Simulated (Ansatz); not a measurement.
# Photoemission of the MXene Zr3C2 with Cl ends, part 3 of 3

Aim: core-level components, unfolded bands and work function of the MXene Zr3C2 with Cl ends.

Ansatz 0.2.0; DFT, PBE, plane-wave PAW, default files, scalar-relativistic.

So far, work function, upper face (eV): step 2 (relaxation) 4.20.

### Step 3. Layer-resolved bands, DOS and potential (continued)

The intensity has structure finer than the step of the table below, so its rows give means over 1 eV, whole bins alone (the curve runs from -29.7 to 1.38 eV). Peaks (eV: height): Cl K-beta -5.6: 99.9; Cl K-beta, E along x -4.7: 99.4; Cl K-beta, E along y -4.7: 99.4; Cl K-beta, E along z -5.7: 158; Cl L2,3 -16.8: 100.0.

Shapes are the site's partial DOS without matrix elements, which overweights lines from ligand s bands. Table of intensity by emission energy less the core level's binding energy, zero at the Fermi level; means over each step; 7 of 10 lines; values in % of the unpolarised maximum:

```tsv
emission energy less the core level's binding energy (eV)	Cl K-beta	Cl K-beta, E along x	Cl K-beta, E along y	Cl K-beta, E along z	Cl L2,3	Zr L-beta2	C K
-29	0.136	0.119	0.119	0.169	0.0132	0.804	0.0413
-28	0.620	0.515	0.515	0.831	0.319	1.79	1.97
-27	0.493	0.458	0.458	0.562	0.155	2.07	2.48
-26	0.137	0.131	0.131	0.149	0.0182	1.17	0.290
-25	0.100	0.0979	0.0979	0.105	0.0184	0.683	0.0195
-24	0.0989	0.0974	0.0974	0.102	0.0231	0.574	0.0112
-23	0.105	0.104	0.104	0.107	0.0309	0.577	0.00879
-22	0.116	0.115	0.115	0.118	0.0441	0.632	0.00804
-21	0.130	0.129	0.129	0.132	0.0685	0.738	0.00799
-20	0.149	0.148	0.148	0.151	0.122	0.929	0.00837
-19	0.176	0.174	0.174	0.179	0.281	1.33	0.00914
-18	0.238	0.234	0.234	0.246	2.92	2.55	0.0130
-17	0.449	0.419	0.419	0.509	66.2	5.05	0.0550
-16	0.351	0.332	0.332	0.391	11.3	3.90	0.0175
-15	0.346	0.342	0.342	0.354	0.395	2.46	0.0153
-14	0.422	0.419	0.419	0.429	0.150	2.52	0.0181
-13	0.542	0.538	0.538	0.551	0.0810	3.43	0.0223
-12	0.738	0.724	0.724	0.765	0.0617	6.10	0.0310
-11	1.13	1.08	1.08	1.23	0.190	14.6	0.136
-10	1.77	1.71	1.71	1.89	0.321	21.9	0.269
-9	2.73	2.76	2.76	2.67	0.0382	13.4	0.0777
-8	6.39	6.81	6.81	5.57	0.0233	11.9	0.118
-7	31.4	36.2	36.2	21.8	0.119	21.2	0.983
-6	86.6	70.7	70.7	118	1.37	38.2	4.96
-5	86.1	90.0	90.0	78.3	0.677	53.2	11.5
-4	42.4	50.6	50.6	26.0	0.108	72.8	23.1
-3	18.2	17.6	17.6	19.4	0.186	95.2	78.3
-2	7.00	7.30	7.30	6.37	0.0416	66.0	14.0
-1	3.64	3.74	3.74	3.42	0.0215	46.5	3.34
0	2.17	2.17	2.17	2.01	0.0218	30.0	1.32
```

The spectra weight each projected shell by its atomic cross section (Dirac–Hartree–Slater) and angular factor, for linear light with the analyser at 0° from the polarisation. Broadening, on top of any smearing of the DOS itself: a Gaussian of 0.2 eV and a Lorentzian of 0.2 eV plus 0 times the binding energy (full widths), Fermi edge at 300 K. Each atom is damped by exp[−depth/(λ cos θ)], θ = 60° from the normal, λ from the universal curve. Curves are cut 10 eV under the photon energy, above any shell that the free atom's threshold puts out of reach, or at the lower edge of the window: 8.8 eV at 21.2 eV, 29.8 eV at 40.8 eV, 29.8 eV at 600 eV, 29.8 eV at 1486.7 eV and 29.8 eV at 9251.7 eV. A star in tables and legends marks shells that hold the states left over by the projection (0.4 % of the filled ones), a stand-in for orbitals that the files don't project on. Dipole terms alone, which is rough above 3 keV; no background, satellites or final-state effects.

How the area divides among the shells (%):

```tsv
shell	21.2 eV	40.8 eV	600 eV	1486.7 eV	9251.7 eV
Cl 3s	0.0	5.6	10.4	10.1	14.7
Cl 3p	49.8	2.8	15.1	6.4	1.2
Zr 5s	0.0	0.2	0.5	0.6	2.3
Zr 4p	0.0	57.7	57.8	73.8	79.7
Zr 4d	30.6	17.0	13.1	7.2	1.1
C 2s	0.1	4.0	2.8	1.7	0.9
C 2p	19.3	12.8	0.3	0.1	0.0
```

Cross sections used, in Mb an electron:

```tsv
shell	21.2 eV	40.8 eV	600 eV	1486.7 eV	9251.7 eV
Cl 3s	-	0.19	0.0077	0.0012	1.4e-5
Cl 3p	2.7	0.12	0.0047	3.8e-4	8.2e-7
Zr 5s	0.033	0.038	0.0011	2.2e-4	5.6e-6
Zr 4p	-	1.0	0.012	0.0024	2.3e-5
Zr 4d	5.5	0.79	0.0064	5.6e-4	8.7e-7
C 2s	0.58	0.56	0.0035	3.1e-4	1.3e-6
C 2p	2.7	0.84	2.7e-4	9.8e-6	6.5e-9
```

Regions along c: top from 13.4 to 19.7 Å, middle from 10.4 to 12.8 Å.

States with weight above 0.08 nearest the zero at K of the zone, within the window kept, -6.9 to 2.4 eV (levels that the program groups as degenerate share a row):

```tsv
E (eV)	weight, total	weight, top	weight, middle
-5.42	1.00	0.49	0.00
-5.41	1.00	0.49	0.00
-4.54	1.00	0.15	0.24
-3.40	2.00	0.17	0.94
-3.27	1.00	0.19	0.17
-2.87	2.00	0.44	0.88
0.91	2.00	0.60	0.47
1.02	1.00	0.31	0.22
1.51	1.00	0.42	0.03
1.92	2.00	0.79	0.14
```

States with weight above 0.08 nearest the zero at Γ of the zone, within the window kept, -6.9 to 2.4 eV (levels that the program groups as degenerate share a row):

```tsv
E (eV)	weight, total	weight, top	weight, middle
-4.43	2.00	0.80	0.17
-4.28	2.00	0.93	0.03
-3.10	2.00	0.48	0.56
-2.58	1.00	0.29	0.28
-2.14	2.00	0.55	0.23
0.05	2.00	0.47	0.81
0.63	1.00	0.18	0.44
1.21	2.00	0.80	0.09
1.93	1.00	0.29	0.26
2.13	2.00	0.51	0.85
```

States with weight above 0.08 nearest the zero at M of the zone, within the window kept, -6.9 to 2.4 eV (levels that the program groups as degenerate share a row):

```tsv
E (eV)	weight, total	weight, top	weight, middle
-4.76	1.00	0.46	0.03
-4.71	1.00	0.48	0.01
-4.70	1.00	0.24	0.27
-3.38	1.00	0.23	0.16
-3.16	1.00	0.14	0.34
-3.11	1.00	0.21	0.41
-2.87	1.00	0.22	0.42
-2.25	1.00	0.19	0.47
-2.08	1.00	0.17	0.20
1.03	1.00	0.27	0.25
```

The largest force component on a free atom is 0.001 eV/Å, so the atoms are at rest for these settings too. At the Fermi level the DOS is 2.11 states/eV a cell, and on the broadened curves Zr 4d holds 80 % of the total there.

### Step 4. Core holes

System of this step: Zr3C2Cl2. The cell holds 28 atoms: 8 Cl, 12 Zr and 8 C. Its edges and angles: a = 6.834 Å, b = 6.834 Å, c = 23.200 Å, α = 90.0°, β = 90.0°, γ = 120.0°. It derives from Zr3C2. How the cell was made: MXene sheet; termination: Cl; lattice typed at the start. Regions: L1, 4 atoms (4 Cl); L2, 4 atoms (4 Zr); L3, 4 atoms (4 C); in, 8 atoms (4 Zr and 4 C); rest, 8 atoms (4 Zr and 4 Cl). Vacuum lies along c.

XPS shifts tell sites apart. Each chosen atom gets a core hole in a self-consistent pass of its own, in a cell repeated 2×2×1 to part the hole from its images.

Input file input.yaml:

```yaml
crystal:
  lattice:
    - [6.8338451761, 0.0, 0.0]
    - [-3.416922588, 5.918283528, 0.0]
    - [0.0, 0.0, 23.2]
  atoms:
    - { symbol: Cl, position: [0.3333333333, 0.1666666667, 0.686553431] }
    - { symbol: Cl, position: [0.3333333333, 0.6666666667, 0.686553431] }
    - { symbol: Cl, position: [0.8333333333, 0.1666666667, 0.686553431] }
    - { symbol: Cl, position: [0.8333333333, 0.6666666667, 0.686553431] }
    - { symbol: Zr, position: [0.1666666667, 0.3333333333, 0.6083812606] }
    - { symbol: Zr, position: [0.1666666667, 0.8333333333, 0.6083812606] }
    - { symbol: Zr, position: [0.6666666667, 0.3333333333, 0.6083812606] }
    - { symbol: Zr, position: [0.6666666667, 0.8333333333, 0.6083812606] }
    - { symbol: C, position: [0.0, 0.0, 0.5603166715] }
    - { symbol: C, position: [0.0, 0.5, 0.5603166715] }
    - { symbol: C, position: [0.5, 0.0, 0.5603166715] }
    - { symbol: C, position: [0.5, 0.5, 0.5603166715] }
    - { symbol: Zr, position: [0.3333333333, 0.1666666667, 0.5] }
    - { symbol: Zr, position: [0.3333333333, 0.6666666667, 0.5] }
    - { symbol: Zr, position: [0.8333333333, 0.1666666667, 0.5] }
    - { symbol: Zr, position: [0.8333333333, 0.6666666667, 0.5] }
    - { symbol: C, position: [0.1666666667, 0.3333333333, 0.4396833285] }
    - { symbol: C, position: [0.1666666667, 0.8333333333, 0.4396833285] }
    - { symbol: C, position: [0.6666666667, 0.3333333333, 0.4396833285] }
    - { symbol: C, position: [0.6666666667, 0.8333333333, 0.4396833285] }
    - { symbol: Zr, position: [0.0, 0.0, 0.3916187394] }
    - { symbol: Zr, position: [0.0, 0.5, 0.3916187394] }
    - { symbol: Zr, position: [0.5, 0.0, 0.3916187394] }
    - { symbol: Zr, position: [0.5, 0.5, 0.3916187394] }
    - { symbol: Cl, position: [0.3333333333, 0.1666666667, 0.313446569] }
    - { symbol: Cl, position: [0.3333333333, 0.6666666667, 0.313446569] }
    - { symbol: Cl, position: [0.8333333333, 0.1666666667, 0.313446569] }
    - { symbol: Cl, position: [0.8333333333, 0.6666666667, 0.313446569] }
kpoints:
  mp_grid: { grid: [6, 6, 1] }
scf:
  occupations: { method: fermi_dirac, width: 0.05 }
  n_extra_bands: 8
hamiltonian:
  xc: pbe
  pseudopotentials: { kind: paw }
output:
  forces: true
  write_potential: true
  volumetric_format: []
  core_levels:
    shells: { C: "1s", Cl: "2p", Zr: "3d" }
    counted_from: fermi_level
    add_spin: false
```

Run with:

```sh
$ ansatz run input.yaml --threads 4 --pin off --max-ram 6144MiB --backend cpu --events-out ev --progress --plain --runs-dir out
```

Numbers of over 12 decimals in the logs are rounded to 6 here.

The log of the run:

```text
[...]
Crystal: 28 atoms, lattice volume = 938.315 Å³
Basis set: ecut = 420 eV, 18425 PW (Γ), exchange–correlation on 96×96×320 points (8 copies of the dense FFT grid, shifted against one another)
Bands: 124, of which v1, the nominal top of the filled ones, is band 116 counted from 1 (115 counted from 0)
Symmetry: 48 space group operations
[...]
k-points: 7 of 36
[...]
SCF iter   1: F=—  HF=-60887.275963 eV  |F-HF|=—  |Δ(HF+E_count)|=         —  Δρ=3.46e-3  dr2=1.62e0  ethr=1.77e-3  ⟨swp⟩=7.0  Hψ=3964  notcnv=0
[...]
SCF iter   8: F=-60887.084259 eV  HF=-60887.084259 eV  |F-HF|=6.08e-8  |Δ(HF+E_count)|=   2.63e-7  Δρ=1.49e-6  dr2=1.46e-8  ethr=4.31e-11  ⟨swp⟩=13.3  Hψ=7638  notcnv=0
SCF 1 converged in 8 iterations: F = -60887.084259 eV  dr2 = 1.46e-8
[...]
── core hole 1/4: 2p of Cl 0 ──
── 2p of Cl 0: 199.823 eV over the cell without the hole, in 12 iterations ──
── core hole 2/4: 3d of Zr 4 ──
── 3d of Zr 4: 178.793 eV over the cell without the hole, in 11 iterations ──
── core hole 3/4: 1s of C 8 ──
── 1s of C 8: 281.864 eV over the cell without the hole, in 11 iterations ──
── core hole 4/4: 3d of Zr 12 ──
── 3d of Zr 12: 178.239 eV over the cell without the hole, in 11 iterations ──
SCF converged after 8 iterations
Free energy (F): -60887.084259 eV
[...]
Internal energy: -60887.013224 eV  (E = F + TS)
E sigma→0 (E₀):  -60887.048742 eV
Entropy (-TS):   -0.071035 eV (-2.537 meV/atom)
Fermi energy:    3.964323 eV
[...]
--- Forces (eV/Å), atoms counted from 1 ---
  atom   1  Cl     0.00000000     0.00000000     0.00014726
  atom   2  Cl     0.00000000     0.00000000     0.00014726
  atom   3  Cl     0.00000000     0.00000000     0.00014726
  atom   4  Cl     0.00000000     0.00000000     0.00014726
  atom   5  Zr    -0.00000000    -0.00000000    -0.00089878
  atom   6  Zr    -0.00000000    -0.00000000    -0.00089878
  atom   7  Zr    -0.00000000    -0.00000000    -0.00089878
  atom   8  Zr    -0.00000000    -0.00000000    -0.00089878
  atom   9  C     -0.00000000    -0.00000000     0.00147250
  atom  10  C     -0.00000000    -0.00000000     0.00147250
  atom  11  C     -0.00000000    -0.00000000     0.00147250
  atom  12  C     -0.00000000    -0.00000000     0.00147250
  atom  13  Zr     0.00000000    -0.00000000     0.00000000
  atom  14  Zr     0.00000000     0.00000000     0.00000000
  atom  15  Zr     0.00000000    -0.00000000     0.00000000
  atom  16  Zr     0.00000000     0.00000000     0.00000000
  atom  17  C      0.00000000     0.00000000    -0.00147250
  atom  18  C      0.00000000     0.00000000    -0.00147250
  atom  19  C      0.00000000     0.00000000    -0.00147250
  atom  20  C      0.00000000     0.00000000    -0.00147250
  atom  21  Zr     0.00000000     0.00000000     0.00089878
  atom  22  Zr     0.00000000     0.00000000     0.00089878
  atom  23  Zr     0.00000000     0.00000000     0.00089878
  atom  24  Zr     0.00000000     0.00000000     0.00089878
  atom  25  Cl    -0.00000000    -0.00000000    -0.00014726
  atom  26  Cl    -0.00000000    -0.00000000    -0.00014726
  atom  27  Cl    -0.00000000    -0.00000000    -0.00014726
  atom  28  Cl    -0.00000000    -0.00000000    -0.00014726
  max |Σ_I F_I| component: 7.73e-18 eV/Å
--- Band table (eV; the first three rows and the last of 7) ---
  k-point 0: bands = [... 112 lower, 1.8863, 1.8863, 1.8863, 4.0143, 4.0143, 4.5947, 4.9954, 4.9954, ... 4 higher]
  k-point 1: bands = [... 112 lower, 1.8310, 2.3966, 2.3966, 3.8021, 4.1611, 4.5716, 4.9545, 4.9670, ... 4 higher]
  k-point 2: bands = [... 112 lower, 2.1582, 3.1274, 3.1274, 3.2550, 4.5550, 4.5578, 4.7984, 4.7984, ... 4 higher]
  k-point 6: bands = [... 112 lower, 3.4358, 3.4358, 3.4358, 3.7239, 3.7239, 3.7239, 4.8742, 4.8742, ... 4 higher]
--- Core levels from the Fermi level (as output.core_levels.counted_from types it; a hole's nearest image at 6.8 Å) ---
  the holes have no spin, as output.core_levels.add_spin types it
  atom         alike  shell      binding/eV   shift/eV difference/eV images/eV   SCF
  Cl 0             8     2p         199.823     +0.000       199.823         –    12
  Zr 4             8     3d         178.793     +0.000       178.793         –    11
  C 8              8     1s         281.864     +0.000       281.864         –    11
  Zr 12            4     3d         178.239     -0.554       178.239         –    11
  the dataset of Cl with a 2p hole: scattering error 0.000 eV (0.001 eV in the local channel); free atom: scalar-relativistic, large and small components
  the two lines of Cl's 2p: 2p1/2 +1.086 eV and 2p3/2 -0.543 eV off its levels, 1 : 2 in strength
  the dataset of Zr with a 3d hole: scattering error 0.000 eV; free atom: scalar-relativistic, large and small components
  the two lines of Zr's 3d: 3d3/2 +1.430 eV and 3d5/2 -0.953 eV off its levels, 2 : 3 in strength
  the dataset of C with a 1s hole: scattering error 0.003 eV (0.001 eV in the local channel); free atom: scalar-relativistic, large and small components
```

Run time: 2.8 min. Hardware: 4 threads of Arm Neoverse V1, shared host; peak memory 3.3 GiB.

This step gave:

```
free energy             : -60887.0843 eV
energy at zero smearing : -60887.0487 eV
smearing term TS        : 0.07104 eV
symmetry operations     : 48
```

Levels are total-energy differences with one electron taken from the core. The electron goes to the Fermi level, so the difference is a binding energy from E_F. The hole's nearest image is 6.8 Å away, and the holes carry no spin, so absolute levels are rough.

```tsv
atom	region	shell	level (eV)	shift (eV)	potential at nucleus, shift (V)	j lines (eV)	doubts
Cl1	layer 1	2p	199.82	-	+0.00	200.91 / 199.28	-
Zr5	layer 2	3d	178.79	+0.55	+0.75	180.22 / 177.84	-
C9	layer 3	1s	281.86	-	+0.00	-	-
Zr13	inner group	3d	178.24	+0.00	+0.00	179.67 / 177.29	-
```

Levels of p, d and f shells are means over their two j lines, weighted by degeneracy; the splitting comes from the atom's own solve. Shifts count from the last listed atom of each element. A higher potential at the nucleus binds core electrons more tightly, so that column is a rough initial-state shift.

The Zr 3d lines of the listed atoms alone (other atoms of the cell aren't counted), as Gaussians 0.8 eV wide, no depth weighting. The intensity by Zr 3d level; read off at these points:

Zr 3d level (eV), intensity (%) and a bar:
```
   175.80          0 
   176.00          0 
   176.20          0 
   176.40          2 #
   176.60          9 ###
   176.80         26 ########
   177.00         52 ################
   177.20         79 ########################
   177.40         96 #############################
   177.57        100 ##############################
   177.60        100 ##############################
   177.80         91 ###########################
   178.00         70 #####################
   178.20         42 ############
   178.40         18 #####
   178.60          6 ##
   178.80          3 #
   179.00          7 ##
   179.20         19 ######
   179.40         37 ###########
   179.60         54 ################
   179.80         65 ###################
   179.93         67 ####################
   180.00         66 ####################
   180.20         60 ##################
   180.40         45 ##############
   180.60         26 ########
   180.80         11 ###
   181.00          3 #
   181.20          1 
   181.40          0 
   181.60          0
```

### Step 5. Results

| Quantity | Value |
| --- | --- |
| work function | 4.20 eV |
| Zr core shifts among the listed atoms, from the last listed one | +0.00 to +0.55 eV |

**Reading.** The Fermi level of the MXene Zr3C2 with Cl ends lies 4.20 eV below the vacuum. Core shifts: Zr +0.00 to +0.55 eV. Among the sites run, the most bound Zr 3d level is that of Zr5 (layer 2), bonded to 3 Cl and 3 C; the least bound, 0.55 eV shallower, that of Zr13 (inner group), bonded to 6 C. That is the order that electronegative neighbours give as a rule, though screening of the hole enters too. At 1486.7 eV the valence spectrum has its highest listed peaks within 13 eV at 3.1 eV (Zr 4d), 4.5 eV (Cl 3p), 5.7 eV (Cl 3p) and 10.2 eV (C 2s), and the deeper Zr 4p line at 27.6 eV is higher still (without the spin–orbit splitting that a measurement shows). The shell named is the one with most of the intensity, cross sections included, not always the one with most states there. Small or evenly spaced maxima in the DOS and spectra can be ripples of the k-mesh.

[Logs are printed without paths, hosts, clocks, repeated set-up lines and the standing remarks that a program may print on its own settings, such as how far it seeks lower states.]

[Hosts, paths, dates, database ids (printed as entryN), source tags and the programs' standing remarks are cut or masked in the printed files.]

[Maps of the electrostatic potential energy from Ansatz leave out the sawtooth potential of an applied field or a dipole correction, so their vacuum need not be flat; work functions include it.]
